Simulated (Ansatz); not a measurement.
## KRbNaCl3: complex band structure

Aim: relax a made-up compound, KRbNaCl3, and see how good a tunnel barrier it would be. It is built by putting Rb for part of the K in the K2NaCl3 structure of space group P-3m1, with the volume rescaled by atomic radii. The parent structure comes from the Materials Project.

Method: r2SCAN DFT, plane waves, PAW files, in the first sound run; inputs show where later runs differ, in Ansatz 0.2.0.

The structure was built from a prototype and need not be the compound's stable phase.

### 1. The structure

The structure is trigonal, space group P3m1 (No. 156). Conventional cell: a = 4.331 Å, b = 4.331 Å, c = 10.712 Å, α = 90.00°, β = 90.00°, γ = 120.00°. Nearest to K lie 6 Cl at 3.14 to 3.15 Å. Nearest to Rb lie 6 Cl at 3.14 to 3.15 Å. Nearest to Na lie 6 Cl at 2.93 Å. Nearest to Cl lie 3 Na at 2.93 Å and 3 Rb at 3.14 Å. Nearest to Cl lie 3 Na at 2.93 Å and 3 K at 3.14 Å. Nearest to Cl lie 3 K at 3.15 Å and 3 Rb at 3.15 Å. It derives from K2NaCl3. Rb for part of the K in the K2NaCl3 structure of space group P-3m1. Farther neighbours and most contacts between anions are not listed.

### 2. Relaxing the new crystal

The substituted atoms don't fit the parent's cell, so cell and atoms relax together. A small smearing keeps the run stable in case the gap closes on the way.

input.yaml

```yaml
crystal:
  lattice:
    - [4.3309613487, 0.0, 0.0]
    - [-2.1654806744, 3.7507225508, 0.0]
    - [0.0, 0.0, 10.711622374]
  atoms:
    - { symbol: K, position: [0.3333333333, 0.6666666667, 0.67902339] }
    - { symbol: Rb, position: [0.6666666667, 0.3333333333, 0.32097661] }
    - { symbol: Na, position: [0.0, 0.0, 0.0] }
    - { symbol: Cl, position: [0.3333333333, 0.6666666667, 0.1429916] }
    - { symbol: Cl, position: [0.6666666667, 0.3333333333, 0.8570084] }
    - { symbol: Cl, position: [0.0, 0.0, 0.5] }
kpoints:
  mp_grid: { grid: [6, 6, 2] }
scf:
  occupations: { method: gaussian, width: 0.03 }
hamiltonian:
  xc: r2scan
output:
  forces: true
  stress: true
relax:
  f_tol: 0.02
  max_steps: 60
  cell: {}
```

Run with:

```sh
ansatz run input.yaml --threads 2 --pin off --max-ram 4096MiB --backend cpu --events-out ev --progress --plain --runs-dir out
```

Numbers of over 12 decimals in the logs are rounded to 6 here.

Output:

```text
Engine: ansatz 0.2.0, aarch64-unknown-linux-gnu
Pseudopotentials: kind: paw
Pseudopotential: K, paw, valence charge 9, recommended cutoff 500 eV (meta_gga), K.paw.azcp
Pseudopotential: Rb, paw, valence charge 9, recommended cutoff 500 eV (meta_gga), Rb.paw.azcp
Pseudopotential: Na, paw, valence charge 9, recommended cutoff 500 eV (meta_gga), Na.paw.azcp
Pseudopotential: Cl, paw, valence charge 7, recommended cutoff 500 eV (meta_gga), Cl.paw.azcp
Functional definition: r2SCAN
  parameter k0 = 0.174
  parameter k1 = 0.065
  parameter a1 = 4.9479
  exchange = r2scan_x(k0 = k0, k1 = k1, a1 = a1)
  correlation = r2scan_c
Crystal: 6 atoms, lattice volume = 174.002 Å³
Basis set: ecut = 500 eV, 4389 PW (Γ), exchange–correlation on 128×128×320 points (64 copies of the dense FFT grid, shifted against one another)
Bands: 30, of which v1, the nominal top of the filled ones, is band 24 counted from 1 (23 counted from 0)
Symmetry: 6 space group operations
Space group: P3m1 (ITA 156), of the structure as read, at distance tolerance 5.6e-5 Å
k-points: 14 of 72 (time reversal used)
Non-local potential: K, projectors of the file, l = 0: 3, l = 1: 2, l = 2: 2
Non-local potential: Rb, projectors of the file, l = 0: 3, l = 1: 2, l = 2: 2
Non-local potential: Na, projectors of the file, l = 0: 3, l = 1: 2, l = 2: 1
Non-local potential: Cl, projectors of the file, l = 0: 2, l = 1: 2, l = 2: 2
PAW form: soft (Blöchl's): semilocal exchange-correlation on the pseudo side does not see the compensation charge
PAW frozen core: K, regenerated for the run's functional (the file was generated under x = pbe(κ = 0.804, μ = 0.219515), c = pbe(β = 0.066725))
PAW frozen core: Rb, regenerated for the run's functional (the file was generated under x = pbe(κ = 0.804, μ = 0.219515), c = pbe(β = 0.066725))
PAW frozen core: Na, regenerated for the run's functional (the file was generated under x = pbe(κ = 0.804, μ = 0.219515), c = pbe(β = 0.066725))
PAW frozen core: Cl, regenerated for the run's functional (the file was generated under x = pbe(κ = 0.804, μ = 0.219515), c = pbe(β = 0.066725))
PAW one-centre angular grid: K, 302 points (default); XC on 160 Gauss nodes
PAW one-centre angular grid: Rb, 302 points (default); XC on 160 Gauss nodes
PAW one-centre angular grid: Na, 302 points (default); XC on 339 of its mesh's 2595 points in the sphere
PAW one-centre angular grid: Cl, 302 points (default); XC on 160 Gauss nodes
Initial density: superposition of atomic densities (neutral atoms: chi_scale 0, normalization atom), corrected by the library's trained network
Initial wavefunctions: pseudopotential atomic-orbital guess
Functional: x = r2scan, c = r2scan; τ floored in thin density (d = 2e-4 eV/Å³)
SCF iter   1: F=—  HF=-9572.503927 eV  |F-HF|=—  |Δ(HF+E_count)|=         —  Δρ=4.89e-3  dr2=2.44e-2  dr2_τ=5.36e-3  ethr=1.77e-3  ⟨swp⟩=9.5  Hψ=2211  notcnv=0
preconditioner: auto → Resta (q_TF=auto, 2.201 Å⁻¹)  ε∞=2.5  [insulator: Δε(μ)=5.738 eV  Ē_g=13.994 eV  σ=0.030 eV  W_gap=1.00  n_scr=36 (ndim 8)  ℏωp=16.9 eV  f_vac=0.070  D(μ)=0.00/eV (n_scr^D=0)  ε∞_Penn≈2.5]
SCF iter   2: F=—  HF=-9572.552372 eV  |F-HF|=—  |Δ(HF+E_count)|=   4.84e-2  Δρ=2.11e-3  dr2=4.24e-3  dr2_τ=3.83e-4  ethr=5.09e-5  ⟨swp⟩=3.0  Hψ=998  notcnv=0  defer=19
SCF iter   3: F=—  HF=-9572.552054 eV  |F-HF|=—  |Δ(HF+E_count)|=   3.18e-4  Δρ=5.26e-4  dr2=3.37e-4  dr2_τ=2.86e-5  ethr=8.84e-6  ⟨swp⟩=2.1  Hψ=761  notcnv=0  defer=5
automatic band count: iteration 3 solves 29 bands in place of 30: the levels show a gap, and the empty bands left out lie too high to hold charge; the band table lists the bands solved (type scf.n_extra_bands for more)
SCF iter   4: F=—  HF=-9572.552098 eV  |F-HF|=—  |Δ(HF+E_count)|=   4.46e-5  Δρ=7.64e-5  dr2=9.73e-6  dr2_τ=2.39e-6  ethr=7.02e-7  ⟨swp⟩=2.6  Hψ=686  notcnv=0  defer=5
SCF iter   5: F=—  HF=-9572.552195 eV  |F-HF|=—  |Δ(HF+E_count)|=   9.63e-5  Δρ=2.14e-5  dr2=7.81e-7  dr2_τ=1.50e-7  ethr=2.03e-8  ⟨swp⟩=2.0  Hψ=689  notcnv=0  defer=5
SCF iter   6: F=-9572.552195 eV  HF=-9572.552195 eV  |F-HF|=4.07e-8  |Δ(HF+E_count)|=   3.87e-7  Δρ=5.53e-6  dr2=6.08e-8  dr2_τ=8.75e-9  ethr=2.08e-10  ⟨swp⟩=5.0  Hψ=1603  notcnv=0
SCF 1 converged in 6 iterations: F = -9572.552195 eV  dr2 = 6.08e-8
  greatest PAW one-centre occupation: 1.000 electrons in one spin orbital (limit 2), on the Na atom at site 2 (counted from 0), in its partial waves of l = 0
relax step   1: F+E_penalty+E_count = -9572.55219512 eV  Δ(F+E_penalty+E_count) = +0.000e0 eV  max|allowed force component| = 3.713e-1 eV/Å  Δτ_max = 0.0000 Å  P = +0.538 GPa  Ω = 174.002 Å³  (6 SCF iters, dr2 threshold 1.00e-7 eV, accepted)
Crystal: 6 atoms, lattice volume = 176.891 Å³
Basis set: ecut = 500 eV, 4461 PW (Γ), exchange–correlation on 128×128×320 points (64 copies of the dense FFT grid, shifted against one another)
Initial density: handed on by an earlier stage of this run
Initial wavefunctions: those handed on with the density
iter 1 solved again at ethr=1.13e-4 eV; its pass at ethr=3.10e-3 eV (dr2=5.42e-2 eV) is discarded
SCF iter   1: F=—  HF=-9572.472077 eV  |F-HF|=—  |Δ(HF+E_count)|=         —  Δρ=6.32e-3  dr2=5.48e-2  dr2_τ=7.82e-1  ethr=1.13e-4  ⟨swp⟩=1.5  Hψ=2300  notcnv=0
automatic band count: iteration 1 solves 28 bands in place of 30: the levels show a gap, and the empty bands left out lie too high to hold charge; the band table lists the bands solved (type scf.n_extra_bands for more)
preconditioner: auto → Resta (q_TF=auto, 2.195 Å⁻¹)  ε∞=2.6  [insulator: Δε(μ)=5.404 eV  Ē_g=13.343 eV  σ=0.030 eV  W_gap=1.00  n_scr=36 (ndim 8)  ℏωp=16.8 eV  f_vac=0.077  D(μ)=0.00/eV (n_scr^D=0)  ε∞_Penn≈2.6]
SCF iter   2: F=—  HF=-9572.605065 eV  |F-HF|=—  |Δ(HF+E_count)|=   1.33e-1  Δρ=3.08e-3  dr2=1.30e-2  dr2_τ=1.08e-3  ethr=1.13e-4  ⟨swp⟩=3.1  Hψ=841  notcnv=0
SCF iter   3: F=—  HF=-9572.602020 eV  |F-HF|=—  |Δ(HF+E_count)|=   3.05e-3  Δρ=7.25e-4  dr2=1.60e-3  dr2_τ=2.23e-4  ethr=2.70e-5  ⟨swp⟩=2.1  Hψ=744  notcnv=0
SCF iter   4: F=—  HF=-9572.601794 eV  |F-HF|=—  |Δ(HF+E_count)|=   2.25e-4  Δρ=2.93e-4  dr2=2.87e-4  dr2_τ=5.91e-6  ethr=3.33e-6  ⟨swp⟩=2.0  Hψ=498  notcnv=0
SCF iter   5: F=—  HF=-9572.601869 eV  |F-HF|=—  |Δ(HF+E_count)|=   7.49e-5  Δρ=5.18e-5  dr2=7.71e-6  dr2_τ=9.75e-7  ethr=5.98e-7  ⟨swp⟩=2.0  Hψ=686  notcnv=0
SCF iter   6: F=—  HF=-9572.601869 eV  |F-HF|=—  |Δ(HF+E_count)|=   7.14e-8  Δρ=1.62e-5  dr2=1.52e-6  dr2_τ=6.77e-8  ethr=1.61e-8  ⟨swp⟩=2.6  Hψ=699  notcnv=0
SCF iter   7: F=-9572.601869 eV  HF=-9572.601869 eV  |F-HF|=3.36e-9  |Δ(HF+E_count)|=   3.02e-7  Δρ=3.78e-6  dr2=3.09e-8  dr2_τ=2.27e-9  ethr=1.25e-9  ⟨swp⟩=5.0  Hψ=1426  notcnv=0
SCF 2 converged in 7 iterations: F = -9572.601869 eV  dr2 = 3.09e-8
relax step   2: F+E_penalty+E_count = -9572.60186899 eV  Δ(F+E_penalty+E_count) = -4.967e-2 eV  max|allowed force component| = 5.266e-2 eV/Å  Δτ_max = 0.1516 Å  P = -0.058 GPa  Ω = 176.891 Å³  energy of the carried Pulay correction = -2.699e-4 eV  (7 SCF iters, dr2 threshold 6.00e-7 eV, accepted)
Crystal: 6 atoms, lattice volume = 176.632 Å³
Basis set: ecut = 500 eV, 4473 PW (Γ), exchange–correlation on 128×128×320 points (64 copies of the dense FFT grid, shifted against one another)
iter 1 solved again at ethr=3.40e-6 eV; its pass at ethr=3.10e-3 eV (dr2=1.63e-3 eV) is discarded
SCF iter   1: F=—  HF=-9572.596838 eV  |F-HF|=—  |Δ(HF+E_count)|=         —  Δρ=9.96e-4  dr2=1.50e-3  dr2_τ=1.88e-2  ethr=3.40e-6  ⟨swp⟩=2.9  Hψ=2251  notcnv=0
automatic band count: iteration 1 solves 28 bands in place of 30: the levels show a gap, and the empty bands left out lie too high to hold charge; the band table lists the bands solved (type scf.n_extra_bands for more)
preconditioner: auto → Resta (q_TF=auto, 2.196 Å⁻¹)  ε∞=2.6  [insulator: Δε(μ)=5.581 eV  Ē_g=13.456 eV  σ=0.030 eV  W_gap=1.00  n_scr=36 (ndim 8)  ℏωp=16.8 eV  f_vac=0.074  D(μ)=0.00/eV (n_scr^D=0)  ε∞_Penn≈2.6]
SCF iter   2: F=—  HF=-9572.603437 eV  |F-HF|=—  |Δ(HF+E_count)|=   6.60e-3  Δρ=4.75e-4  dr2=2.73e-4  dr2_τ=3.32e-5  ethr=3.12e-6  ⟨swp⟩=2.0  Hψ=784  notcnv=0
SCF iter   3: F=—  HF=-9572.603356 eV  |F-HF|=—  |Δ(HF+E_count)|=   8.11e-5  Δρ=1.24e-4  dr2=1.79e-5  dr2_τ=3.99e-6  ethr=5.68e-7  ⟨swp⟩=2.1  Hψ=598  notcnv=0
SCF iter   4: F=—  HF=-9572.603456 eV  |F-HF|=—  |Δ(HF+E_count)|=   1.00e-4  Δρ=3.29e-5  dr2=1.73e-6  dr2_τ=1.14e-7  ethr=3.73e-8  ⟨swp⟩=2.0  Hψ=686  notcnv=0
SCF iter   5: F=-9572.603456 eV  HF=-9572.603456 eV  |F-HF|=7.68e-9  |Δ(HF+E_count)|=   8.18e-7  Δρ=7.36e-6  dr2=1.13e-7  dr2_τ=8.14e-9  ethr=3.61e-10  ⟨swp⟩=3.0  Hψ=1793  notcnv=0
SCF 3 converged in 5 iterations: F = -9572.603456 eV  dr2 = 1.13e-7
relax step   3: F+E_penalty+E_count = -9572.60345642 eV  Δ(F+E_penalty+E_count) = -1.587e-3 eV  max|allowed force component| = 4.532e-3 eV/Å  Δτ_max = 0.0204 Å  P = -0.013 GPa  Ω = 176.632 Å³  energy of the carried Pulay correction = -2.459e-4 eV  (5 SCF iters, dr2 threshold 1.73e-7 eV, accepted)
[...]
relax step   4: F+E_penalty+E_count = -9572.60365482 eV  Δ(F+E_penalty+E_count) = -1.984e-4 eV  max|allowed force component| = 4.696e-3 eV/Å  Δτ_max = 0.0038 Å  P = -0.005 GPa  Ω = 176.548 Å³  energy of the carried Pulay correction = -2.381e-4 eV  (6 SCF iters, dr2 threshold 6.38e-9 eV, accepted)
[...]
relax step   5: F+E_penalty+E_count = -9572.60371239 eV  Δ(F+E_penalty+E_count) = -5.757e-5 eV  max|allowed force component| = 2.554e-3 eV/Å  Δτ_max = 0.0005 Å  P = -0.003 GPa  Ω = 176.496 Å³  energy of the carried Pulay correction = -2.333e-4 eV  (6 SCF iters, accepted)
Initial wavefunctions: pseudopotential atomic-orbital guess (no wavefunctions were taken with the density)
iter 1 solved again at ethr=3.50e-7 eV; its pass at ethr=3.10e-3 eV (dr2=1.68e-4 eV) is discarded
SCF iter   1: F=—  HF=-9572.603860 eV  |F-HF|=—  |Δ(HF+E_count)|=         —  Δρ=5.55e-5  dr2=1.56e-7  dr2_τ=4.72e-7  ethr=3.50e-7  ⟨swp⟩=3.8  Hψ=3453  notcnv=0
eigensolver tolerance schedule: the retry pair's looser diagonalisation over-reported the residual by 1077.53 of it (diagonalisation noise at 0.14 of the residual, at the tolerance the schedule requests for it); recorded, not acted on — ethr = c·dr2/N_el stays at c = 1.0e-1
preconditioner: auto → Resta (q_TF=auto, 2.196 Å⁻¹)  ε∞=2.5  [insulator: Δε(μ)=5.591 eV  Ē_g=13.924 eV  σ=0.030 eV  W_gap=1.00  n_scr=36 (ndim 8)  ℏωp=16.8 eV  f_vac=0.074  D(μ)=0.00/eV (n_scr^D=0)  ε∞_Penn≈2.5]
SCF iter   2: F=—  HF=-9572.603972 eV  |F-HF|=—  |Δ(HF+E_count)|=   1.12e-4  Δρ=2.80e-5  dr2=3.98e-8  dr2_τ=7.74e-7  ethr=3.24e-10  ⟨swp⟩=2.9  Hψ=858  notcnv=0
SCF iter   3: F=—  HF=-9572.603960 eV  |F-HF|=—  |Δ(HF+E_count)|=   1.21e-5  Δρ=1.54e-6  dr2=1.77e-9  dr2_τ=1.86e-9  ethr=8.29e-11  ⟨swp⟩=2.0  Hψ=756  notcnv=0
SCF iter   4: F=—  HF=-9572.603960 eV  |F-HF|=—  |Δ(HF+E_count)|=   1.13e-8  Δρ=3.99e-7  dr2=1.96e-10  dr2_τ=4.58e-11  ethr=3.70e-12  ⟨swp⟩=2.0  Hψ=714  notcnv=0
SCF iter   5: F=-9572.603960 eV  HF=-9572.603960 eV  |F-HF|=3.64e-12  |Δ(HF+E_count)|=  6.17e-10  Δρ=5.20e-8  dr2=4.61e-12  dr2_τ=2.72e-12  ethr=1.00e-12  ⟨swp⟩=5.0  Hψ=1651  notcnv=0
SCF 6 converged in 5 iterations: F = -9572.603960 eV  dr2 = 4.61e-12
relax step   6: F+E_penalty+E_count = -9572.60395971 eV  Δ(F+E_penalty+E_count) = -2.473e-4 eV  max|allowed force component| = 2.552e-3 eV/Å  Δτ_max = 0.0000 Å  P = -0.002 GPa  Ω = 176.496 Å³  stress off target by 4.67e-3 GPa  SCF on the basis re-selected at this cell (its energy is not comparable with the rows above)  (5 SCF iters)
basis re-selected at this cell: Δ(F+E_penalty+E_count) = -2.473e-4 eV, ΔP = +0.001 GPa vs the last step (what re-selecting the basis moved, of the pressure what is left beyond the Pulay correction that the steps carried, after the strain that the cell walked since its last selection, with what the two solves' SCF thresholds leave and, on support functions, any second-order correction that the steps lacked; it is no m [...]
SCF converged after 5 iterations
Free energy (F): -9572.603960 eV
Harris-Foulkes:  -9572.603960 eV  (|F-HF|=3.64e-12)
Internal energy: -9572.603960 eV  (E = F + TS)
E sigma→0 (E₀):  -9572.603960 eV
Fermi energy:    3.520972 eV
--- Per-component energies (eV) ---
  E_band       = -505.812700
  E_kinetic    = 1053.369380
  E_local      = -3275.228884  (includes V_loc(G=0)·N_el)
  E_nonlocal   = 385.372976
  E_hartree    = 1093.506819
  E_xc         = -610.433283
  E_vxc        = -800.798944  (∫ρ·V_xc dr)
  E_paw        = -5690.191540  (= ΣΔE_a)
  E_vpaw       = -101.714678  (= ΣTr[D̂ρ^β])
  E_aug_tail   = 0.000103  (compensation charges beyond the density's cutoff)
  E_vtau       = 46.173713  (kinetic-family band-sum trace: ∫τ·v_τ [+ j·A + Jᵃ·Aᵃ] dr)
  E_ewald      = -2528.220930
  E_core_change = -0.778600  (= ΣΔE_core)
  E_smearing   = -0.000000  (= −TS)
  E_closure    = 0.000000  (closes the sum)
  Σ components = -9572.603960   (vs F -9572.603960, Δ=0.00e0)
--- Forces (eV/Å), atoms counted from 1 ---
  atom   1  K      0.00000000     0.00000000     0.00046629
  atom   2  Rb    -0.00000000     0.00000000     0.00058920
  atom   3  Na    -0.00000000    -0.00000000    -0.00055660
  atom   4  Cl     0.00000000     0.00000000    -0.00255387
  atom   5  Cl    -0.00000000     0.00000000     0.00109653
  atom   6  Cl    -0.00000000    -0.00000000     0.00094883
  max |Σ_I F_I| component: 9.61e-6 eV/Å
--- Stress (GPa, compression-positive) ---
       -0.004668       0.000000       0.000000
        0.000000      -0.004668      -0.000000
        0.000000      -0.000000       0.001889
  P = ⅓ Tr σ = -0.0025 GPa (-0.025 kbar)
--- Relaxed structure (5 steps of the walk, 5 accepted, 1 SCFs on fresh bases) ---
  F+E_penalty+E_count = -9572.60395971 eV   max|allowed force component| = 2.552e-3 eV/Å   (the final SCF, on the basis selected at the relaxed cell)
  cell:  # Å, volume = 176.4964 Å³
    - [4.332590, 2.887843476034177e-11, 0]
    - [-2.166295, 3.752133, 0]
    - [0, 0, 10.857008]
  atoms:
    - { symbol: K, position: [0.333333, 0.666667, 0.683826] }
    - { symbol: Rb, position: [0.666667, 0.333333, 0.322190] }
    - { symbol: Na, position: [0, 0, -0.0059822] }
    - { symbol: Cl, position: [0.333333, 0.666667, 0.131897] }
    - { symbol: Cl, position: [0.666667, 0.333333, 0.855856] }
    - { symbol: Cl, position: [0, 0, 0.512213] }
```

Run time: 33 s. Hardware: 2 threads of Arm Neoverse V2, shared host; peak memory 0.72 GiB; 64 s of CPU time.

Relaxation path:

```csv
step,energy less that of the first step (eV),largest force component (eV/Å),pressure (GPa),volume (Å³)
1,0.0000,0.3713,0.54,174.00
2,-0.0497,0.0527,-0.06,176.89
3,-0.0513,0.0045,-0.01,176.63
4,-0.0515,0.0047,0.00,176.55
5,-0.0515,0.0026,0.00,176.50
6*,-0.0518,0.0026,0.00,176.50
```

Relaxation steps marked * repeat the geometry before them on a plane-wave basis chosen anew for their cell, so energy and pressure can jump there.

Forces are held to the 6 operations that the run works with; a distortion that breaks them can't arise in this run.

```csv
"conventional cell, symmetrised",before,after,change
a (Å),4.331,4.333,+0.0 %
b (Å),4.331,4.333,+0.0 %
c (Å),10.712,10.857,+1.4 %
volume (Å³/atom),29.00,29.42,+1.4 %
```

The atoms that moved most (Å, as changes of fractional coordinates times the final cell):

```csv
atom,dx,dy,dz,length
Cl6,0.000,0.000,0.133,0.133
Cl4,0.000,0.000,-0.120,0.120
Na3,0.000,0.000,-0.065,0.065
K1,0.000,0.000,0.052,0.052
Rb2,0.000,0.000,0.013,0.013
Cl5,0.000,0.000,-0.013,0.013
```

Final coordinates:

```cif
data_structure
_symmetry_space_group_name_H-M 'P 1'
_symmetry_Int_Tables_number 1
_cell_length_a 4.3326
_cell_length_b 4.3326
_cell_length_c 10.8570
_cell_angle_alpha 90.000
_cell_angle_beta 90.000
_cell_angle_gamma 120.000
_cell_volume 176.50
loop_
_atom_site_label
_atom_site_type_symbol
_atom_site_fract_x
_atom_site_fract_y
_atom_site_fract_z
_atom_site_occupancy
K1 K 0.33333 0.66667 0.68383 1
Rb2 Rb 0.66667 0.33333 0.32219 1
Na3 Na 0.00000 0.00000 0.99402 1
Cl4 Cl 0.33333 0.66667 0.13190 1
Cl5 Cl 0.66667 0.33333 0.85586 1
Cl6 Cl 0.00000 0.00000 0.51221 1
```

This step gave:

| Property | Result |
| --- | --- |
| free energy | -9572.6040 eV |
| Fermi energy | 3.521 eV |
| pressure | -0.002483 GPa |

The largest force component on a free atom ends at 0.0026 eV/Å.

### 3. The bulk crystal and its band edges

The energy window and the wavevectors of the next steps follow from the band edges, so these are searched first, off the mesh as well.

input.yaml

```yaml
crystal:
  lattice:
    - [4.3325900756, 0.0, 0.0]
    - [-2.1662950378, 3.7521330697, 0.0]
    - [0.0, 0.0, 10.8570075752]
  atoms:
    - { symbol: K, position: [0.3333333333, 0.6666666667, 0.6838261965] }
    - { symbol: Rb, position: [0.6666666667, 0.3333333333, 0.3221897614] }
    - { symbol: Na, position: [0.0, 0.0, -0.0059821951] }
    - { symbol: Cl, position: [0.3333333333, 0.6666666667, 0.1318968493] }
    - { symbol: Cl, position: [0.6666666667, 0.3333333333, 0.8558560844] }
    - { symbol: Cl, position: [0.0, 0.0, 0.5122133035] }
kpoints:
  mp_grid: { grid: [6, 6, 2] }
  band_path: { path: [VBM, CBM], npoints: 30 }
scf:
  occupations: { method: fixed }
hamiltonian:
  xc: r2scan
output:
  eigenvalues: true
  write_potential: true
  write_density: true
  volumetric_format: npy
```

Output:

```text
[...]
Crystal: 6 atoms, lattice volume = 176.496 Å³
Basis set: ecut = 500 eV, 4473 PW (Γ), exchange–correlation on 128×128×320 points (64 copies of the dense FFT grid, shifted against one another)
Bands: 30, of which v1, the nominal top of the filled ones, is band 24 counted from 1 (23 counted from 0)
Symmetry: 6 space group operations
[...]
k-points: 14 of 72 (time reversal used)
[...]
SCF iter   1: F=—  HF=-9572.556273 eV  |F-HF|=—  |Δ(HF+E_count)|=         —  Δρ=4.86e-3  dr2=2.35e-2  dr2_τ=4.92e-3  ethr=1.77e-3  ⟨swp⟩=5.1  Hψ=1580  notcnv=0  defer=43
[...]
SCF iter   6: F=-9572.603960 eV  HF=-9572.603960 eV  |F-HF|=2.96e-8  |Δ(HF+E_count)|=   3.36e-7  Δρ=5.37e-6  dr2=5.86e-8  dr2_τ=8.35e-9  ethr=2.08e-10  ⟨swp⟩=12.6  Hψ=2379  notcnv=0
SCF 1 converged in 6 iterations: F = -9572.603960 eV  dr2 = 5.86e-8
[...]
NSCF: frozen V_eff on 34 k-points
[...]
SCF converged after 6 iterations
Free energy (F): -9572.603960 eV
[...]
Internal energy: -9572.603960 eV  (E = F + TS)
E sigma→0 (E₀):  -9572.603960 eV
Fermi energy:    0.725688 eV
[...]
--- Band table (eV; the first three rows and the last of 14) ---
  k-point 0: bands = [... 20 lower, 0.4502, 0.6734, 0.6734, 0.7257, 6.3164, 8.0989, 8.3472, 8.5519, ... 2 higher]
  k-point 1: bands = [... 20 lower, 0.5688, 0.5688, 0.6143, 0.6143, 6.8589, 7.1070, 8.5220, 8.7231, ... 2 higher]
  k-point 2: bands = [... 20 lower, 0.4353, 0.4361, 0.6300, 0.6643, 6.9298, 8.3688, 8.4869, 8.7563, ... 2 higher]
  k-point 13: bands = [... 20 lower, 0.1171, 0.2265, 0.5054, 0.5102, 8.8069, 8.9160, 9.3486, 9.4066, ... 2 higher]
```

The job ended after 25 s (2 threads; peak memory 0.65 GiB).

In the SCF lines HF is the Harris–Foulkes energy and dr2 the Hartree energy of the density residual, in eV; the loop may stop once dr2 is under the threshold and the program's other checks hold. Hψ counts applications of the Hamiltonian.

Numbers from this step:

| Quantity | Value |
| --- | --- |
| Fermi energy | 0.7257 eV |
| gap on the k-mesh | 5.591 eV |
| gap on path | 5.591 eV, by band count; negative where bands overlap |
| direct gap on path | 5.591 eV |
| edge places on path | 0, 0 1/A along the path |

Levels at VBM (eV): -1.11, -0.92, -0.30, -0.30, -0.28, -0.28, -0.05, -0.05, 0.00, 5.59, 7.37, 7.62, 7.83.

The searched edges give 5.59 eV, as on the mesh.

[end of part 1 of 3]

[Logs are printed without paths, hosts, clocks, repeated set-up lines and the standing remarks that a program may print on its own settings, such as how far it seeks lower states.]

[Hosts, paths, dates, database ids (printed as entryN), source tags and the programs' standing remarks are cut or masked in the printed files.]
